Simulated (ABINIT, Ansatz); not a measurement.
**KHF2 (I4/mcm): bands and cutoff in G0W0 with ABINIT**

Wanted: a converged G0W0 gap of KHF2 (I4/mcm), or an estimate of the limit.

Method: PBEsol and many-body steps on it, plane waves, in ABINIT 10.8.3.

## Step 1: The starting structure

The structure is tetragonal, space group I4/mcm (No. 140). Conventional cell: a = 5.670 Å, b = 5.670 Å, c = 6.810 Å, α = 90.00°, β = 90.00°, γ = 90.00°. Nearest to K lie 8 F at 2.77 Å. H has 2 F at 1.13 Å nearest. F has 1 H at 1.13 Å and 4 K at 2.77 Å nearest. Farther neighbours and most contacts between anions are not listed.

The cell and positions come from the Crystallography Open Database and are kept as given unless a step says otherwise.

## Step 2: Empty states on the mesh, 2×2×2 mesh, 221 bands

This step: ABINIT 10.8.3; DFT, PBEsol, plane waves, norm-conserving pseudopotentials.

The sums over transitions need many empty states on a uniform mesh; this step solves for them.

run.abi

```
acell 3*1.0 Angstrom
rprim 
  -2.835000000000 2.835000000000 3.405000000000
  2.835000000000 -2.835000000000 3.405000000000
  2.835000000000 2.835000000000 -3.405000000000
ntypat 3
znucl 19 1 9
natom 8
typat 1 1 2 2 3 3 3 3
xred 
  0.250000000000 0.250000000000 -0.000000000000
  0.750000000000 0.750000000000 -0.000000000000
  0.500000000000 -0.000000000000 0.500000000000
  0.000000000000 0.500000000000 0.500000000000
  0.640800000000 0.140800000000 0.781600000000
  0.140800000000 0.359200000000 0.500000000000
  0.359200000000 0.859200000000 0.218400000000
  0.859200000000 0.640800000000 0.500000000000
pp_dirpath "pseudos"
pseudos "K.upf, H.upf, F.upf"
ecut 36
ngkpt 2 2 2
nshiftk 1
shiftk 0 0 0
kptopt 1
chksymbreak 0
iscf -2
irdden 1
istwfk *1
nband 221
nbdbuf 20
tolwfr 1e-09
nstep 60
prtvol 0
indata_prefix "in"
outdata_prefix "out"
tmpdata_prefix "tmp"
```

The run is started by

```bash
OMP_NUM_THREADS=1 mpirun -n 4 abinit run.abi > log
```

Numbers of over 12 decimals in the logs are rounded to 6 here.

The program printed:

```text
.Version 10.8.3 of ABINIT. v10.8.2 released Aug 2026.

 Symmetries : space group I4/m c m (#140); Bravais tI (body-center tetrag.)
[... echo of the input left out ...]
== DATASET  1 ==================================================================
-   mpi_nproc: 4, omp_nthreads: 1 (-1 if OMP is not activated)

--- !DatasetInfo
iteration_state: {dtset: 1, }
dimensions: {natom: 8, nkpt: 4, mband: 221, nsppol: 1, nspinor: 1, nspden: 1, mpw: 7677, }
cutoff_energies: {ecut:  36.0, pawecutdg:  -1.0, }
[...]
2.86027    2.86292    2.86292    2.89376    2.91581    2.93817    2.93914    2.95599
   2.96262    2.96263    2.96346    2.96397    2.96397    2.98585    2.98804    2.99295
   2.99295    3.02900    3.03538    3.03707    3.07043
 prteigrs : prtvol=0 or 1, do not print more k-points.

== END DATASET(S) ==============================================================
================================================================================

 -outvars: echo values of variables after computation  --------
            nband         221
             nkpt           4
          spgroup         140
 [... the other variables as echoed above ...]

 Calculation completed.
```

Run time: 86 s. Hardware: 4 MPI ranks of Intel Xeon Platinum 8488C (Sapphire Rapids), shared host; peak memory 0.53 GiB; 5.7 min of CPU time.

Numbers from this step:

- gap: 7.017 eV
- k of the valence top: 0.5, 0.5, 0.5
- k of the conduction bottom: 0, 0, 0
- least direct gap: 7.072 eV
- k points computed: 4
- lowest point of the top converged band, above the valence top: 76.3078 eV

On this mesh the gap is 7.017 eV.

The density comes from a self-consistent run that is not shown.

## Step 3: Screening, 2×2×2 mesh, 46 bands, screening to 62.6 eV

The RPA dielectric matrix is built and inverted for each q.

This step: RPA screening on PBEsol, plane waves, norm-conserving pseudopotentials.

Changes to run.abi since step 2:

```diff
@@ -26,10 +26,11 @@
 chksymbreak 0
-iscf -2
-irdden 1
 istwfk *1
-nband 221
-nbdbuf 20
-tolwfr 1e-09
-nstep 60
-prtvol 0
+occopt 1
+irdwfk 1
+optdriver 3
+nband 46
+ecuteps 2.3
+inclvkb 2
+awtr 1
+symchi 1
 indata_prefix "in"
```

The program printed:

```text
.Version 10.8.3 of ABINIT. v10.8.2 released Aug 2026.

 Symmetries : space group I4/m c m (#140); Bravais tI (body-center tetrag.)
[... echo of the input left out ...]
== DATASET  1 ==================================================================
-   mpi_nproc: 4, omp_nthreads: 1 (-1 if OMP is not activated)

--- !DatasetInfo
iteration_state: {dtset: 1, }
dimensions: {natom: 8, nkpt: 4, mband: 46, nsppol: 1, nspinor: 1, nspden: 1, mpw: 7677, }
cutoff_energies: {ecut:  36.0, pawecutdg:  -1.0, }
electrons: {nelect:   4.80000000E+01, charge:   0.00000000E+00, occopt:   1.00000000E+00, tsmear:   1.00000000E-02, }

 SCREENING: Calculation of the susceptibility and dielectric matrices

 Based on a program developped by R.W. Godby, V. Olevano, G. Onida, and L. Reining.
 Incorporated in ABINIT by V. Olevano, G.-M. Rignanese, and M. Torrent.
.Using double precision arithmetic ; gwpc =  8

[... cell and pseudopotentials left out ...]
--------------------------------------------------------------------------------

 ==== K-mesh for the wavefunctions ====
 Number of points in the irreducible wedge :     4
[... list of points left out ...]
 Together with 16 symmetry operations and time-reversal symmetry
 yields     8 points in the full Brillouin Zone.

 ==== Q-mesh for the screening function ====
 Number of points in the irreducible wedge :     4
[... list of points left out ...]
 Together with 16 symmetry operations and time-reversal symmetry
 yields     8 points in the full Brillouin Zone.

 setmesh: FFT mesh size selected  =    36x   36x   36
          total number of points  =        46656

 vcoul_init : cutoff-mode = AUXILIARY_FUNCTION
 q-points for optical limit:   1
     1)      0.000010    0.000020    0.000030

- screening: taking advantage of time-reversal symmetry
- Maximum band index for partially occupied states nbvw = 24
- Remaining bands to be divided among processors   nbcw = 22
- Number of bands treated by each node ~5

 Number of electrons calculated from density =   48.0000; Expected =   48.0000
 average of density, n =  0.064977
 r_s =    1.5431
 omega_plasma =   24.5887 [eV]

 calculating chi0 at frequencies [eV] :
  1    0.000000E+00    0.000000E+00
  2    0.000000E+00    2.458874E+01

--------------------------------------------------------------------------------
  q-point number  1        q = ( 0.000000, 0.000000, 0.000000) [r.l.u.]
--------------------------------------------------------------------------------
[... chi0 elements left out ...]
 For q-point:  0.000010 0.000020 0.000030
  dielectric constant =   1.7362
  dielectric constant without local fields =   1.8577

  Average fulfillment of the sum rule on Im[epsilon] for q-point    1 :     19.50  [%]
[... wings left out ...]
  q-point number  2        q = ( 0.500000, 0.000000, 0.000000) [r.l.u.]
--------------------------------------------------------------------------------
[... chi0 elements left out ...]
  Average fulfillment of the sum rule on Im[epsilon] for q-point    2 :     25.62  [%]

 [... 2 further q-points ...]
```

Wall time 8.8 s (4 MPI ranks); peak memory 0.96 GiB; 34 s of CPU time.

This step gave:

```
ε∞ with local fields, on this mesh, along the program's q direction : 1.736
the same without local fields                                       : 1.858
plasma frequency                                                    : 24.59 eV
plane waves in the screening matrix                                 : 129
```

Local fields lower ε∞ by 7 %. On a Γ-centred mesh this coarse the value itself is usually too large, while a short band sum pulls it down.

## Step 4: 46 bands, 62.6 eV

The self-energy is evaluated for the states that the input lists, and the levels follow from it, in one-shot runs by the linearised quasiparticle equation.

This step: G0W0 on PBEsol, plane waves, norm-conserving pseudopotentials.

Changes to run.abi since step 3:

```diff
@@ -29,8 +29,17 @@
 irdwfk 1
-optdriver 3
+optdriver 4
 nband 46
+gwcalctyp 0
+ecutsigx 36
+symsigma 1
+nkptgw 2
+kptgw 
+  0.5000000000 0.5000000000 0.5000000000
+  0.0000000000 0.0000000000 0.0000000000
+bdgw 
+  22 26
+  22 26
 ecuteps 2.3
-inclvkb 2
-awtr 1
-symchi 1
+irdscr 1
+ppmodel 1
 indata_prefix "in"
```

The program printed:

```text
.Version 10.8.3 of ABINIT. v10.8.2 released Aug 2026.

 Symmetries : space group I4/m c m (#140); Bravais tI (body-center tetrag.)
[... echo of the input left out ...]
== DATASET  1 ==================================================================
-   mpi_nproc: 4, omp_nthreads: 1 (-1 if OMP is not activated)

--- !DatasetInfo
iteration_state: {dtset: 1, }
dimensions: {natom: 8, nkpt: 4, mband: 46, nsppol: 1, nspinor: 1, nspden: 1, mpw: 7677, }
cutoff_energies: {ecut:  36.0, pawecutdg:  -1.0, }
electrons: {nelect:   4.80000000E+01, charge:   0.00000000E+00, occopt:   1.00000000E+00, tsmear:   1.00000000E-02, }

 SIGMA: Calculation of the GW corrections

 Based on a program developped by R.W. Godby, V. Olevano, G. Onida, and L. Reining.
 Incorporated in ABINIT by V. Olevano, G.-M. Rignanese, and M. Torrent.
.Using double precision arithmetic ; gwpc =  8

[... cell and pseudopotentials left out ...]
--------------------------------------------------------------------------------

 ==== K-mesh for the wavefunctions ====
 Number of points in the irreducible wedge :     4
[... list of points left out ...]
 Together with 16 symmetry operations and time-reversal symmetry
 yields     8 points in the full Brillouin Zone.

 ==== Q-mesh for screening function ====
 Number of points in the irreducible wedge :     4
[... list of points left out ...]
 Together with 16 symmetry operations and time-reversal symmetry
 yields     8 points in the full Brillouin Zone.

 vcoul_init : cutoff-mode = AUXILIARY_FUNCTION
 q-points for optical limit:   1
     1)      0.000010    0.000020    0.000030
 setmesh: FFT mesh size selected  =    60x   60x   60
          total number of points  =       216000

 Number of electrons calculated from density =   48.0000; Expected =   48.0000
 average of density, n =  0.064977
 r_s =    1.5431
 omega_plasma =   24.5887 [eV]

 === KS Band Gaps ===
  >>>> For spin  1
   Minimum direct gap =   7.0720 [eV], located at k-point      :   0.0000  0.0000  0.0000
   Fundamental gap    =   7.0173 [eV], Top of valence bands at :   0.5000  0.5000  0.5000
                                       Bottom of conduction at :   0.0000  0.0000  0.0000
 SIGMA fundamental parameters:
 PLASMON POLE MODEL  1
 number of plane-waves for SigmaX                 7677
 number of plane-waves for SigmaC and W            129
 number of plane-waves for wavefunctions          7677
 number of bands                                    46
 number of independent spin polarizations            1
 number of spinorial components                      1
 number of k-points in IBZ                           4
 number of q-points in IBZ                           4
 number of symmetry operations                      16
 number of k-points in BZ                            8
 number of q-points in BZ                            8
 number of frequencies for dSigma/dE                 9
 frequency step for dSigma/dE [eV]                0.25
 number of omega for Sigma on real axis              0
 max omega for Sigma on real axis  [eV]           0.00
 zcut for avoiding poles [eV]                     0.10

 EPSILON^-1 parameters (SCR file):
 dimension of the eps^-1 matrix on file            129
 dimension of the eps^-1 matrix used               129
 number of plane-waves for wavefunctions          7677
 number of bands                                    46
 number of q-points in IBZ                           4
 number of frequencies                               2
 number of real frequencies                          1
 number of imag frequencies                          1

 matrix elements of self-energy operator (all in [eV])

 Perturbative Calculation

--- !SelfEnergy_ee
iteration_state: {dtset: 1, }
kpoint     : [   0.500,    0.500,    0.500, ]
spin       : 1
KS_gap     :    9.533
QP_gap     :   15.240
Delta_QP_KS:    5.707
data: !SigmaeeData |
     Band     E0 <VxcDFT>   SigX SigC(E0)      Z dSigC/dE  Sig(E)    E-E0       E
       22  -1.662 -22.718 -29.585   3.919   0.838  -0.194 -25.187  -2.469  -4.131
       23  -1.662 -22.718 -29.585   3.919   0.838  -0.194 -25.187  -2.469  -4.131
       24  -1.443 -22.344 -29.830   4.245   0.831  -0.204 -25.036  -2.692  -4.135
       25   8.090  -9.278  -4.422  -1.571   0.918  -0.090  -6.263   3.015  11.105
       26   8.690 -11.234  -6.628  -1.458   0.908  -0.102  -8.377   2.857  11.547

--- !SelfEnergy_ee
iteration_state: {dtset: 1, }
kpoint     : [   0.000,    0.000,    0.000, ]
spin       : 1
KS_gap     :    7.072
QP_gap     :   12.031
Delta_QP_KS:    4.959
data: !SigmaeeData |
     Band     E0 <VxcDFT>   SigX SigC(E0)      Z dSigC/dE  Sig(E)    E-E0       E
       22  -1.608 -22.775 -29.709   3.961   0.837  -0.195 -25.263  -2.487  -4.096
       23  -1.608 -22.775 -29.709   3.961   0.837  -0.195 -25.263  -2.487  -4.096
       24  -1.498 -22.194 -29.667   4.233   0.831  -0.204 -24.886  -2.692  -4.189
       25   5.574  -8.571  -4.337  -1.767   0.919  -0.088  -6.303   2.267   7.842
       26   8.373 -10.112  -4.589  -1.545   0.918  -0.089  -6.461   3.651  12.024

== END DATASET(S) ==============================================================
================================================================================

 -outvars: echo values of variables after computation  --------
           etotal      0.0000000000E+00
            nband          46
             nkpt           4
          spgroup         140
 [... the other variables as echoed above ...]

 Calculation completed.
```

Wall time 4.7 s (4 MPI ranks); peak memory 0.74 GiB.

This step gave:

```
G0W0 gap on the points computed              : 11.94 eV
starting gap on the mesh                     : 7.017 eV
k of the valence top                         : 0, 0, 0
k of the conduction bottom                   : 0, 0, 0
Z at the valence top                         : 0.837
Z at the conduction bottom                   : 0.919
least direct G0W0 gap on the computed points : 11.94 eV
```

The gap on the mesh goes from 7.02 eV to 11.94 eV, a correction of +4.92 eV.

## Step 5: Screening, 2×2×2 mesh, 96 bands, screening to 114.3 eV

This step: RPA screening on PBEsol, plane waves, norm-conserving pseudopotentials.

Changes to run.abi since step 4:

```diff
@@ -29,17 +29,8 @@
 irdwfk 1
-optdriver 4
-nband 46
-gwcalctyp 0
-ecutsigx 36
-symsigma 1
-nkptgw 2
-kptgw 
-  0.5000000000 0.5000000000 0.5000000000
-  0.0000000000 0.0000000000 0.0000000000
-bdgw 
-  22 26
-  22 26
-ecuteps 2.3
-irdscr 1
-ppmodel 1
+optdriver 3
+nband 96
+ecuteps 4.2
+inclvkb 2
+awtr 1
+symchi 1
 indata_prefix "in"
```

The program printed:

```text
.Version 10.8.3 of ABINIT. v10.8.2 released Aug 2026.

 Symmetries : space group I4/m c m (#140); Bravais tI (body-center tetrag.)
[... echo of the input left out ...]
== DATASET  1 ==================================================================
-   mpi_nproc: 4, omp_nthreads: 1 (-1 if OMP is not activated)

--- !DatasetInfo
iteration_state: {dtset: 1, }
dimensions: {natom: 8, nkpt: 4, mband: 96, nsppol: 1, nspinor: 1, nspden: 1, mpw: 7677, }
cutoff_energies: {ecut:  36.0, pawecutdg:  -1.0, }
electrons: {nelect:   4.80000000E+01, charge:   0.00000000E+00, occopt:   1.00000000E+00, tsmear:   1.00000000E-02, }

 SCREENING: Calculation of the susceptibility and dielectric matrices

 Based on a program developped by R.W. Godby, V. Olevano, G. Onida, and L. Reining.
 Incorporated in ABINIT by V. Olevano, G.-M. Rignanese, and M. Torrent.
.Using double precision arithmetic ; gwpc =  8

[... cell and pseudopotentials left out ...]
--------------------------------------------------------------------------------

 ==== K-mesh for the wavefunctions ====
 Number of points in the irreducible wedge :     4
[... list of points left out ...]
 Together with 16 symmetry operations and time-reversal symmetry
 yields     8 points in the full Brillouin Zone.

 ==== Q-mesh for the screening function ====
 Number of points in the irreducible wedge :     4
[... list of points left out ...]
 Together with 16 symmetry operations and time-reversal symmetry
 yields     8 points in the full Brillouin Zone.

 setmesh: FFT mesh size selected  =    36x   36x   36
          total number of points  =        46656

 vcoul_init : cutoff-mode = AUXILIARY_FUNCTION
 q-points for optical limit:   1
     1)      0.000010    0.000020    0.000030

- screening: taking advantage of time-reversal symmetry
- Maximum band index for partially occupied states nbvw = 24
- Remaining bands to be divided among processors   nbcw = 72
- Number of bands treated by each node ~18

 Number of electrons calculated from density =   48.0000; Expected =   48.0000
 average of density, n =  0.064977
 r_s =    1.5431
 omega_plasma =   24.5887 [eV]

 calculating chi0 at frequencies [eV] :
  1    0.000000E+00    0.000000E+00
  2    0.000000E+00    2.458874E+01

--------------------------------------------------------------------------------
  q-point number  1        q = ( 0.000000, 0.000000, 0.000000) [r.l.u.]
--------------------------------------------------------------------------------
[... chi0 elements left out ...]
 For q-point:  0.000010 0.000020 0.000030
  dielectric constant =   1.8414
  dielectric constant without local fields =   1.9948

  Average fulfillment of the sum rule on Im[epsilon] for q-point    1 :     39.22  [%]
[... wings left out ...]
  q-point number  2        q = ( 0.500000, 0.000000, 0.000000) [r.l.u.]
--------------------------------------------------------------------------------
[... chi0 elements left out ...]
  Average fulfillment of the sum rule on Im[epsilon] for q-point    2 :     45.25  [%]

 [... 2 further q-points ...]
```

The job ended after 23 s (4 MPI ranks; peak memory 1.1 GiB).

This step gave:

| Item | Value |
| --- | --- |
| ε∞ with local fields, on this mesh, along the program's q direction | 1.841 |
| the same without local fields | 1.995 |
| plasma frequency | 24.59 eV |
| plane waves in the screening matrix | 305 |

(Continued in part 2 of 2.)

[Paths, hosts, dates, memory and timing lines, banners, echoed tables and standing remarks are left out of the program output.]

[Logs are printed without paths, hosts, clocks, repeated set-up lines and the standing remarks that a program may print on its own settings, such as how far it seeks lower states.]

[Runs of the session that timed out or met a known fault of the program may be left out.]

[No measured gap is set beside runs whose start may be inverted or whose files or cutoffs have a known fault.]

[Hosts, paths, dates, database ids (printed as entryN), source tags and the programs' standing remarks are cut or masked in the printed files.]

[G0W0 gaps are taken among the corrected bands and points alone; a level outside them can change the order at an edge.]

[Where Ansatz stands beside ABINIT at settings called matched, ABINIT's density can come from a denser mesh and the files from another edition; pairs whose starting gaps differed by over 0.03 eV were left out, so agreement reads better than it is.]
